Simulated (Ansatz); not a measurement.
# Lattice dynamics of Sc3SnC (Pm-3m)

Aim: the vibrations of Sc3SnC (Pm-3m), their spectra, and whether the structure is stable.

Program: Ansatz 0.2.0. Level of theory: DFT PBEsol, scalar-relativistic, plane waves, PAW; PAW set soft_1. Results are calculated unless marked as measured.

Report form: the programs' logs are mostly left out.

**1. The structure**

The structure is cubic, space group Pm-3m (No. 221). Conventional cell: a = 4.530 Å, b = 4.530 Å, c = 4.530 Å, α = 90.00°, β = 90.00°, γ = 90.00°. Sc has 2 C at 2.27 Å and 4 Sn at 3.20 Å and 8 Sc at 3.20 Å nearest. Nearest to Sn lie 12 Sc at 3.20 Å. Nearest to C lie 6 Sc at 2.27 Å. Farther neighbours are not listed.

Coordinates:

```cif
data_structure
_symmetry_space_group_name_H-M 'P 1'
_symmetry_Int_Tables_number 1
_cell_length_a 4.5303
_cell_length_b 4.5303
_cell_length_c 4.5303
_cell_angle_alpha 90.000
_cell_angle_beta 90.000
_cell_angle_gamma 90.000
_cell_volume 92.98
loop_
_atom_site_label
_atom_site_type_symbol
_atom_site_fract_x
_atom_site_fract_y
_atom_site_fract_z
_atom_site_occupancy
Sc1 Sc 0.00000 0.50000 0.50000 1
Sc2 Sc 0.50000 0.50000 0.00000 1
Sc3 Sc 0.50000 0.00000 0.50000 1
Sn4 Sn 0.00000 0.00000 0.00000 1
C5 C 0.50000 0.50000 0.50000 1
```

**2. Bringing the structure to rest**

Harmonic phonons are second derivatives at a point where the forces vanish, and they are wanted at zero stress, so atoms and cell are relaxed first.

File input.yaml:

```yaml
crystal:
  lattice:
    - [4.53027743, 0.0, 0.0]
    - [0.0, 4.53027743, 0.0]
    - [0.0, 0.0, 4.53027743]
  atoms:
    - { symbol: Sc, position: [0.0, 0.5, 0.5] }
    - { symbol: Sc, position: [0.5, 0.5, 0.0] }
    - { symbol: Sc, position: [0.5, 0.0, 0.5] }
    - { symbol: Sn, position: [0.0, 0.0, 0.0] }
    - { symbol: C, position: [0.5, 0.5, 0.5] }
kpoints:
  mp_grid: { grid: [8, 8, 8] }
hamiltonian:
  xc: pbesol
  pseudopotentials: { kind: paw, azcp: { folder: soft_1 }, xc_functional: pbe }
scf:
  occupations: { method: gaussian, width: 0.1 }
output:
  forces: true
  stress: true
  eigenvalues: true
  write_density: true
  write_potential: true
  elf: true
  volumetric_format: npy
relax:
  adjacent_minimum: "off"
  f_tol: 0.005
  max_steps: 80
  cell: { stress_tol: 0.05 }
```

Command:

```bash
> ansatz run input.yaml --threads 4 --pin off --max-ram 10240MiB --backend cpu --events-out ev --progress --plain --runs-dir out
```

The job ended after 7 s (4 threads of Arm Neoverse V2, shared host; peak memory 0.47 GiB; 26 s of CPU time).

The steps of the relaxation:

| step | energy less that of the first step (eV) | largest force component (eV/Å) | pressure (GPa) | volume (Å³) |
| --- | --- | --- | --- | --- |
| 1 | 0.0000 | 0.0000 | -3.33 | 92.98 |
| 2 | -0.0227 | 0.0000 | 2.03 | 88.39 |
| 3 | -0.0324 | 0.0000 | -0.10 | 90.08 |
| 4 | -0.0324 | 0.0000 | 0.00 | 90.00 |
| 5* | -0.0319 | 0.0000 | -0.01 | 90.00 |

Relaxation steps marked * repeat the geometry before them on a plane-wave basis chosen anew for their cell, so energy and pressure can jump there.

The run keeps the 48 symmetry operations that it works with, so distortions that break them were not tested.

| conventional cell, symmetrised | before | after | change |
| --- | --- | --- | --- |
| a (Å) | 4.530 | 4.481 | -1.1 % |
| b (Å) | 4.530 | 4.481 | -1.1 % |
| c (Å) | 4.530 | 4.481 | -1.1 % |
| volume (Å³/atom) | 18.60 | 18.00 | -3.2 % |

Numbers from this step:

| Item | Value |
| --- | --- |
| pressure | -0.01128 GPa |
| volume per atom | 18.00 Å³ |
| gap on the k-mesh | 0 eV |

Electrostatic potential energy in the ac plane at fractional y = 0.500, with atoms of Sc and C within 0.2 Å of it. With pseudopotentials it is smooth inside the atoms' cores, unlike the true potential.

Values in eV, 14 rows by 14 columns, each cell a mean:
```
 14  14  12   8  -2 -23 -41 -44 -35 -14   3  11  13  14
 13  13  12  10   4 -10 -23 -27 -19  -4   7  11  13  13
 10  11  11  11   9   4  -2  -4   0   7  10  11  11  11
  1   4   8  11  12  11   9   8   9  11  12  10   7   3
-18 -11   1   9  12  10   2  -1   5  11  11   7  -4 -14
-40 -30 -11   6   9  -1 -25 -33 -16   5   9   0 -19 -35
-46 -39 -18   3   7 -12 -41 -46 -33  -1   8  -4 -27 -44
-44 -35 -15   5   8  -7 -35 -41 -25   2   9  -2 -23 -41
-27 -19  -4   8  11   7  -7 -12  -1  10  11   4 -10 -23
 -5   0   6  11  12  11   8   7   9  12  12   9   4  -2
  8   9  10  11  11   8   5   3   6   9  11  11  10   8
 12  12  12  10   6  -4 -15 -18 -11   1   8  11  12  12
 14  14  12   9   0 -19 -35 -39 -30 -11   4  11  13  14
 14  14  12   8  -5 -27 -44 -46 -40 -18   1  10  13  14
```
Columns run along a (4.5 Å; values clipped at the 3rd and 97th percentile), rows up along c (4.5 Å). Atoms in or near the plane, at fractional coordinates: Sc at (0.00, 0.50), Sc at (0.50, 0.00), C at (0.50, 0.50).

Valence density in the ac plane at fractional y = 0.500, with atoms of Sc and C within 0.2 Å of it. It is the smooth field of the valence electrons, not physical close to the nuclei.

Values in e/Å³, 14 rows by 14 columns, each cell a mean:
```
0.1 0.1 0.1 0.1 0.5 2.5 6.1 7.1 4.7 1.5 0.3 0.1 0.1 0.1
0.1 0.1 0.1 0.1 0.3 1.1 2.7 3.3 2.0 0.6 0.2 0.1 0.1 0.1
0.1 0.1 0.1 0.1 0.2 0.3 0.7 0.8 0.5 0.3 0.1 0.1 0.1 0.1
0.3 0.2 0.2 0.2 0.2 0.3 0.4 0.5 0.4 0.3 0.2 0.1 0.2 0.3
1.9 1.1 0.4 0.2 0.3 0.5 0.8 0.9 0.7 0.4 0.3 0.3 0.6 1.5
5.8 3.8 1.2 0.4 0.5 0.9 1.4 1.5 1.2 0.7 0.4 0.5 2.0 4.7
8.3 5.8 2.0 0.5 0.6 1.1 1.6 1.6 1.5 0.9 0.5 0.8 3.3 7.1
7.2 4.9 1.6 0.4 0.5 1.0 1.5 1.6 1.4 0.8 0.4 0.7 2.7 6.1
3.2 2.0 0.6 0.3 0.4 0.7 1.0 1.1 0.9 0.5 0.3 0.3 1.1 2.5
0.7 0.4 0.2 0.2 0.2 0.4 0.5 0.6 0.5 0.3 0.2 0.2 0.3 0.5
0.1 0.1 0.1 0.1 0.2 0.3 0.4 0.5 0.4 0.2 0.2 0.1 0.1 0.1
0.1 0.1 0.1 0.1 0.2 0.6 1.6 2.0 1.2 0.4 0.2 0.1 0.1 0.1
0.1 0.1 0.1 0.1 0.4 2.0 4.9 5.8 3.8 1.1 0.2 0.1 0.1 0.1
0.1 0.1 0.1 0.1 0.7 3.2 7.2 8.3 5.8 1.9 0.3 0.1 0.1 0.1
```
Columns run along a (4.5 Å), rows up along c (4.5 Å). Atoms in or near the plane, at fractional coordinates: Sc at (0.00, 0.50), Sc at (0.50, 0.00), C at (0.50, 0.50).

ELF in the ac plane at fractional y = 0.500, with atoms of Sc and C within 0.2 Å of it. It is the smooth field of the valence electrons, not physical close to the nuclei.

Ten even steps from '0' (0.07) to '9' (0.79), each cell a mean:
```
44103753761024
22100577630012
00000123200000
10014544443001
75116999984036
67517975894267
05627920594373
36627952794275
87317999995157
32015777764003
00011122111000
11100366510011
43102765750024
54103830671024
```
Columns run along a (4.5 Å), rows up along c (4.5 Å). Atoms in or near the plane, at fractional coordinates: Sc at (0.00, 0.50), Sc at (0.50, 0.00), C at (0.50, 0.50).

In this step the volume went from 18.60 to 18.00 Å³/atom.

**3. Relaxing to small forces for the phonons**

Phonons need a cell at rest on their own settings, so the relaxation is repeated with tight tolerances on forces and stress on the k mesh and occupations of the first response run.

input.yaml, the sections that differ from step 2:

```yaml
crystal:
  lattice:
    - [4.481385901, 0.0, 0.0]
    - [0.0, 4.481385901, 0.0]
    - [0.0, 0.0, 4.481385901]
  atoms:
    - { symbol: Sc, position: [0.0, 0.5, 0.5] }
    - { symbol: Sc, position: [0.5, 0.5, 0.0] }
    - { symbol: Sc, position: [0.5, 0.0, 0.5] }
    - { symbol: Sn, position: [0.0, 0.0, 0.0] }
    - { symbol: C, position: [0.5, 0.5, 0.5] }
scf:
  occupations: { method: methfessel_paxton, width: 0.2 }
output:
  forces: true
  stress: true
  eigenvalues: true
relax:
  adjacent_minimum: "off"
  f_tol: 0.001
  max_steps: 60
  cell: { stress_tol: 0.01 }
# kpoints, hamiltonian: as in step 2
```

Run time: 5.2 s. Hardware: 4 threads; peak memory 0.46 GiB; 19 s of CPU time.

Little changed from the start: no atom moved by 0.005 Å and no cell edge by 0.1 %.

This step gave:

```
pressure : -8.00e-5 GPa
```

The forces vanish by symmetry and the pressure is 0.000 GPa, within the tolerances set. The cell now holds 18.00 Å³/atom.

**4. Modes at Γ**

The zone centre comes first: it holds the modes that light can see, as far as symmetry allows. No field response is asked, since the mesh shows no gap.

input.yaml, the sections that differ from step 3:

```yaml
crystal:
  lattice:
    - [4.4810787021, 0.0, 0.0]
    - [0.0, 4.4810787021, 0.0]
    - [0.0, 0.0, 4.4810787021]
  atoms:
    - { symbol: Sc, position: [0.0, 0.5, 0.5] }
    - { symbol: Sc, position: [0.5, 0.5, 0.0] }
    - { symbol: Sc, position: [0.5, 0.0, 0.5] }
    - { symbol: Sn, position: [0.0, 0.0, 0.0] }
    - { symbol: C, position: [0.5, 0.5, 0.5] }
output:
  eigenvalues: true
phonons:
  method: dfpt
# kpoints, hamiltonian, scf: as in step 3
# relax: removed
```

The job ended after 39 s (4 threads; peak memory 1.5 GiB).

Numbers from this step:

| Item | Value |
| --- | --- |
| sum-rule residual before enforcement | 9.14e-5 eV/Å² |
| point group | m-3m |
| highest optical mode at the zone centre (no LO-TO term) | 515.5 cm⁻¹ |
| lowest optical zone-centre mode | 145.5 cm⁻¹ |

Patterns of degenerate modes are one choice out of their space. The modes at Γ (shares of kinetic energy by element, %):

| mode | frequency (cm⁻¹) | symmetry | Sc % | Sn % | C % |
| --- | --- | --- | --- | --- | --- |
| 1 | 0.0 | acoustic | 51 | 45 | 5 |
| 2 | 0.0 | acoustic | 51 | 45 | 5 |
| 3 | 0.0 | acoustic | 51 | 45 | 5 |
| 4 | 145.5 | T1u | 42 | 55 | 2 |
| 5 | 145.5 | T1u | 42 | 55 | 2 |
| 6 | 145.5 | T1u | 42 | 55 | 2 |
| 7 | 220.8 | T2u | 100 | 0 | 0 |
| 8 | 220.8 | T2u | 100 | 0 | 0 |
| 9 | 220.8 | T2u | 100 | 0 | 0 |
| 10 | 274.8 | T1u | 93 | 0 | 7 |
| 11 | 274.8 | T1u | 93 | 0 | 7 |
| 12 | 274.8 | T1u | 93 | 0 | 7 |
| 13 | 515.5 | T1u | 14 | 0 | 86 |
| 14 | 515.5 | T1u | 14 | 0 | 86 |
| 15 | 515.5 | T1u | 14 | 0 | 86 |

Displacements in mode 6 (145.5 cm⁻¹), the largest set to 1:
```
Sc1 -0.92  0.04  0.06
Sc2 -0.77  0.04  0.07
Sc3 -0.77  0.05  0.06
Sn4  1.00 -0.05 -0.08
C5  -0.67  0.04  0.05
```

Displacements in mode 14 (515.5 cm⁻¹), the largest set to 1:
```
Sc1 -0.21  0.00  0.00
Sc2 -0.01  0.00  0.00
Sc3 -0.01  0.00  0.00
Sn4 -0.01  0.00  0.00
C5   1.00  0.00  0.00
```

Before it was imposed, the acoustic sum rule was missed by 9.1e-5 eV/Å². Small misses are needed for a sound result but don't prove that mesh and cutoff are converged. The lowest optical mode is real, 145 cm⁻¹.

**5. Phonons on a q mesh**

Stability and thermal properties need the whole zone. Linear response on a 4×4×4 q mesh gives force constants as far as a supercell of that size would.

Edit input.yaml of step 4 so:

```diff
@@ -22 +22,8 @@
   method: dfpt
+  qmesh: [4, 4, 4]
+  temperatures: { t_max: 1000, t_step: 50 }
+  qpath:
+    path:
+      - [[0.0, 0.0, 0.0], [0.0, 0.5, 0.0], [0.5, 0.5, 0.0], [0.0, 0.0, 0.0], [0.5, 0.5, 0.5], [0.0, 0.5, 0.0]]
+      - [[0.5, 0.5, 0.5], [0.5, 0.5, 0.0]]
+    npoints: 10
```

Elapsed: 16 min, on 4 threads; peak memory 3.6 GiB.

Numbers from this step:

```yaml
sum_rule_residual_before_enforcement: 8.78e-5 eV/Å²
lowest_frequency_on_the_path: 0 cm⁻¹
highest_frequency_on_the_path_or_at_a_solved_wavevector: 562.6 cm⁻¹
mean_frequency: 256.8 cm⁻¹
debye_temperature_second_moment: 551 K
logarithmic_mean_frequency: 219.3 cm⁻¹
lowest_mode_on_the_q_mesh_acoustic_modes_at_gamma_apart: 70.54 cm⁻¹
zero_point_energy_per_atom: 47.76 meV
heat_capacity_at_300_k: 21.51 J/(mol atoms K)
vibrational_entropy_at_300_k: 25.58 J/(mol atoms K)
edges_of_the_widest_gap_between_branches_on_path_and_mesh: 379.1, 506.2 cm⁻¹
```

Frequencies (cm⁻¹) solved at each irreducible wavevector; negative means imaginary. Frequencies by wavevector, by row:

| q in reciprocal lattice units | star | mode 1 | mode 2 | mode 3 | mode 4 | mode 13 | mode 14 | mode 15 |
| --- | --- | --- | --- | --- | --- | --- | --- | --- |
| 0 0 0 | 1 | 0 | 0 | 0 | 145.5 | 515.5 | 515.5 | 515.5 |
| 0 0 0.25 | 6 | 70.5 | 70.5 | 99.6 | 148.6 | 511.4 | 511.4 | 527.2 |
| 0 0 -0.5 | 3 | 105.7 | 105.7 | 123.1 | 150.2 | 506.2 | 506.2 | 562.5 |
| 0 0.25 0.25 | 12 | 88 | 91.3 | 115.1 | 156.4 | 512.7 | 521.7 | 528.3 |
| 0 0.25 -0.5 | 12 | 105.2 | 110.6 | 115.2 | 141.1 | 512.3 | 523.7 | 552 |
| 0 -0.5 -0.5 | 3 | 107.3 | 110.7 | 110.7 | 116.6 | 511.5 | 541.2 | 541.2 |
| 0.25 0.25 0.25 | 8 | 99.8 | 99.8 | 120.4 | 150.7 | 521.6 | 521.6 | 525 |
| 0.25 0.25 -0.5 | 12 | 109.2 | 110.5 | 114.7 | 146.4 | 521 | 521 | 542.2 |
| 0.25 -0.5 -0.5 | 6 | 112 | 112 | 114.1 | 121.8 | 514.9 | 532.4 | 532.4 |
| -0.5 -0.5 -0.5 | 1 | 113 | 113 | 113 | 134.4 | 532.7 | 532.7 | 532.7 |

Interpolated from a 4×4×4 q mesh. The phonon branches at the labelled points (cm⁻¹):

| point | branch 1 | branch 2 | branch 3 | branch 4 | branch 12 | branch 13 | branch 14 | branch 15 |
| --- | --- | --- | --- | --- | --- | --- | --- | --- |
| Γ | 0 | 0 | 0 | 146 | 275 | 516 | 516 | 516 |
| halfway | 70 | 70 | 100 | 149 | 291 | 511 | 511 | 527 |
| X | 106 | 106 | 123 | 150 | 314 | 506 | 506 | 563 |
| halfway | 105 | 111 | 115 | 141 | 329 | 512 | 524 | 552 |
| M | 107 | 111 | 111 | 117 | 348 | 512 | 541 | 541 |
| halfway | 88 | 91 | 115 | 156 | 304 | 513 | 522 | 528 |
| Γ | 0 | 0 | 0 | 146 | 275 | 516 | 516 | 516 |
| halfway | 100 | 100 | 120 | 151 | 315 | 522 | 522 | 525 |
| R | 113 | 113 | 113 | 134 | 379 | 533 | 533 | 533 |
| halfway | 109 | 110 | 115 | 146 | 338 | 521 | 521 | 542 |
| X | 106 | 106 | 123 | 150 | 314 | 506 | 506 | 563 |
| jump to R | 113 | 113 | 113 | 134 | 379 | 533 | 533 | 533 |
| halfway | 112 | 112 | 114 | 122 | 357 | 515 | 532 | 532 |
| M | 107 | 111 | 111 | 117 | 348 | 512 | 541 | 541 |

Tetrahedra on a 16×16×16 mesh, mean over bins of 5 cm-1. Interpolated from a 4×4×4 q mesh. Table of phonon density of states by wavenumber; read off at these points:

wavenumber (cm⁻¹), phonon density of states (1/cm⁻¹/cell) and a bar:
```
        2      0.000 
       18      0.000 
       32      0.001 
       48      0.002 
       62      0.005 #
       78      0.011 ##
       92      0.027 #####
      108      0.116 ######################
      112      0.133 #########################
      122      0.014 ###
      138      0.026 #####
      152      0.111 #####################
      168      0.040 #######
      182      0.049 #########
      198      0.030 ######
      212      0.104 ####################
      228      0.060 ###########
      242      0.014 ###
      258      0.043 ########
      272      0.081 ###############
      292      0.008 #
      308      0.012 ##
      322      0.017 ###
      338      0.016 ###
      352      0.007 #
      368      0.002 
      382      0.000 
      398      0.000 
      412      0.000 
      428      0.000 
      442      0.000 
      458      0.000 
      472      0.000 
      488      0.000 
      502      0.000 
      512      0.158 ##############################
      518      0.093 ##################
      532      0.071 #############
      548      0.021 ####
      562      0.001
```

The partial phonon density of states has structure finer than the step of the table below, so its rows give means over 25 cm⁻¹, whole bins alone (the curve runs from -10 to 588 cm⁻¹). Peaks (cm⁻¹: height): C 516.6: 0.0942; Sc 155.5: 0.0698, 211.9: 0.0862, 272.1: 0.0633, 512.8: 0.0145; Sn 114.1: 0.110.

Phonopy on the run's constants, 13x13x13 mesh, Gaussian sigma 4.3 cm-1. Interpolated from a 4×4×4 q mesh. The partial phonon density of states by wavenumber; means over each step; values in 1/cm⁻¹/cell:

| wavenumber (cm⁻¹) | C | Sc | Sn |
| --- | --- | --- | --- |
| 25 | 2.9e-5 | 3.1e-4 | 3.1e-4 |
| 50 | 1.1e-4 | 0.00133 | 0.00163 |
| 75 | 2.2e-4 | 0.00349 | 0.00711 |
| 100 | 2.4e-4 | 0.0101 | 0.0569 |
| 125 | 3.8e-5 | 0.0140 | 0.0377 |
| 150 | 9.5e-4 | 0.0516 | 0.00934 |
| 175 | 6.5e-4 | 0.0454 | 0.00283 |
| 200 | 3.4e-4 | 0.0506 | 0.00210 |
| 225 | 5.8e-4 | 0.0604 | 0.00183 |
| 250 | 0.00242 | 0.0250 | 1.6e-4 |
| 275 | 0.00280 | 0.0496 | 1.1e-5 |
| 300 | 4.0e-4 | 0.0117 | 5.4e-6 |
| 325 | 4.8e-4 | 0.0160 | 1.2e-5 |
| 350 | 2.4e-4 | 0.00987 | 4.6e-7 |
| 375 | 1.8e-5 | 0.00123 | 0 |
| 400 | 0 | 2.4e-6 | 0 |
| 425 | 0 | 0 | 0 |
| 450 | 0 | 0 | 0 |
| 475 | 0 | 0 | 0 |
| 500 | 0.0180 | 0.00300 | 7.1e-6 |
| 525 | 0.0706 | 0.00616 | 2.6e-5 |
| 550 | 0.0215 | 2.9e-4 | 7.3e-6 |
| 575 | 4.3e-4 | 2.5e-6 | 0 |

(Part 1 of 2 ends here.)

[Logs are printed without paths, hosts, clocks, repeated set-up lines and the standing remarks that a program may print on its own settings, such as how far it seeks lower states.]

[Hosts, paths, dates, database ids (printed as entryN), source tags and the programs' standing remarks are cut or masked in the printed files.]
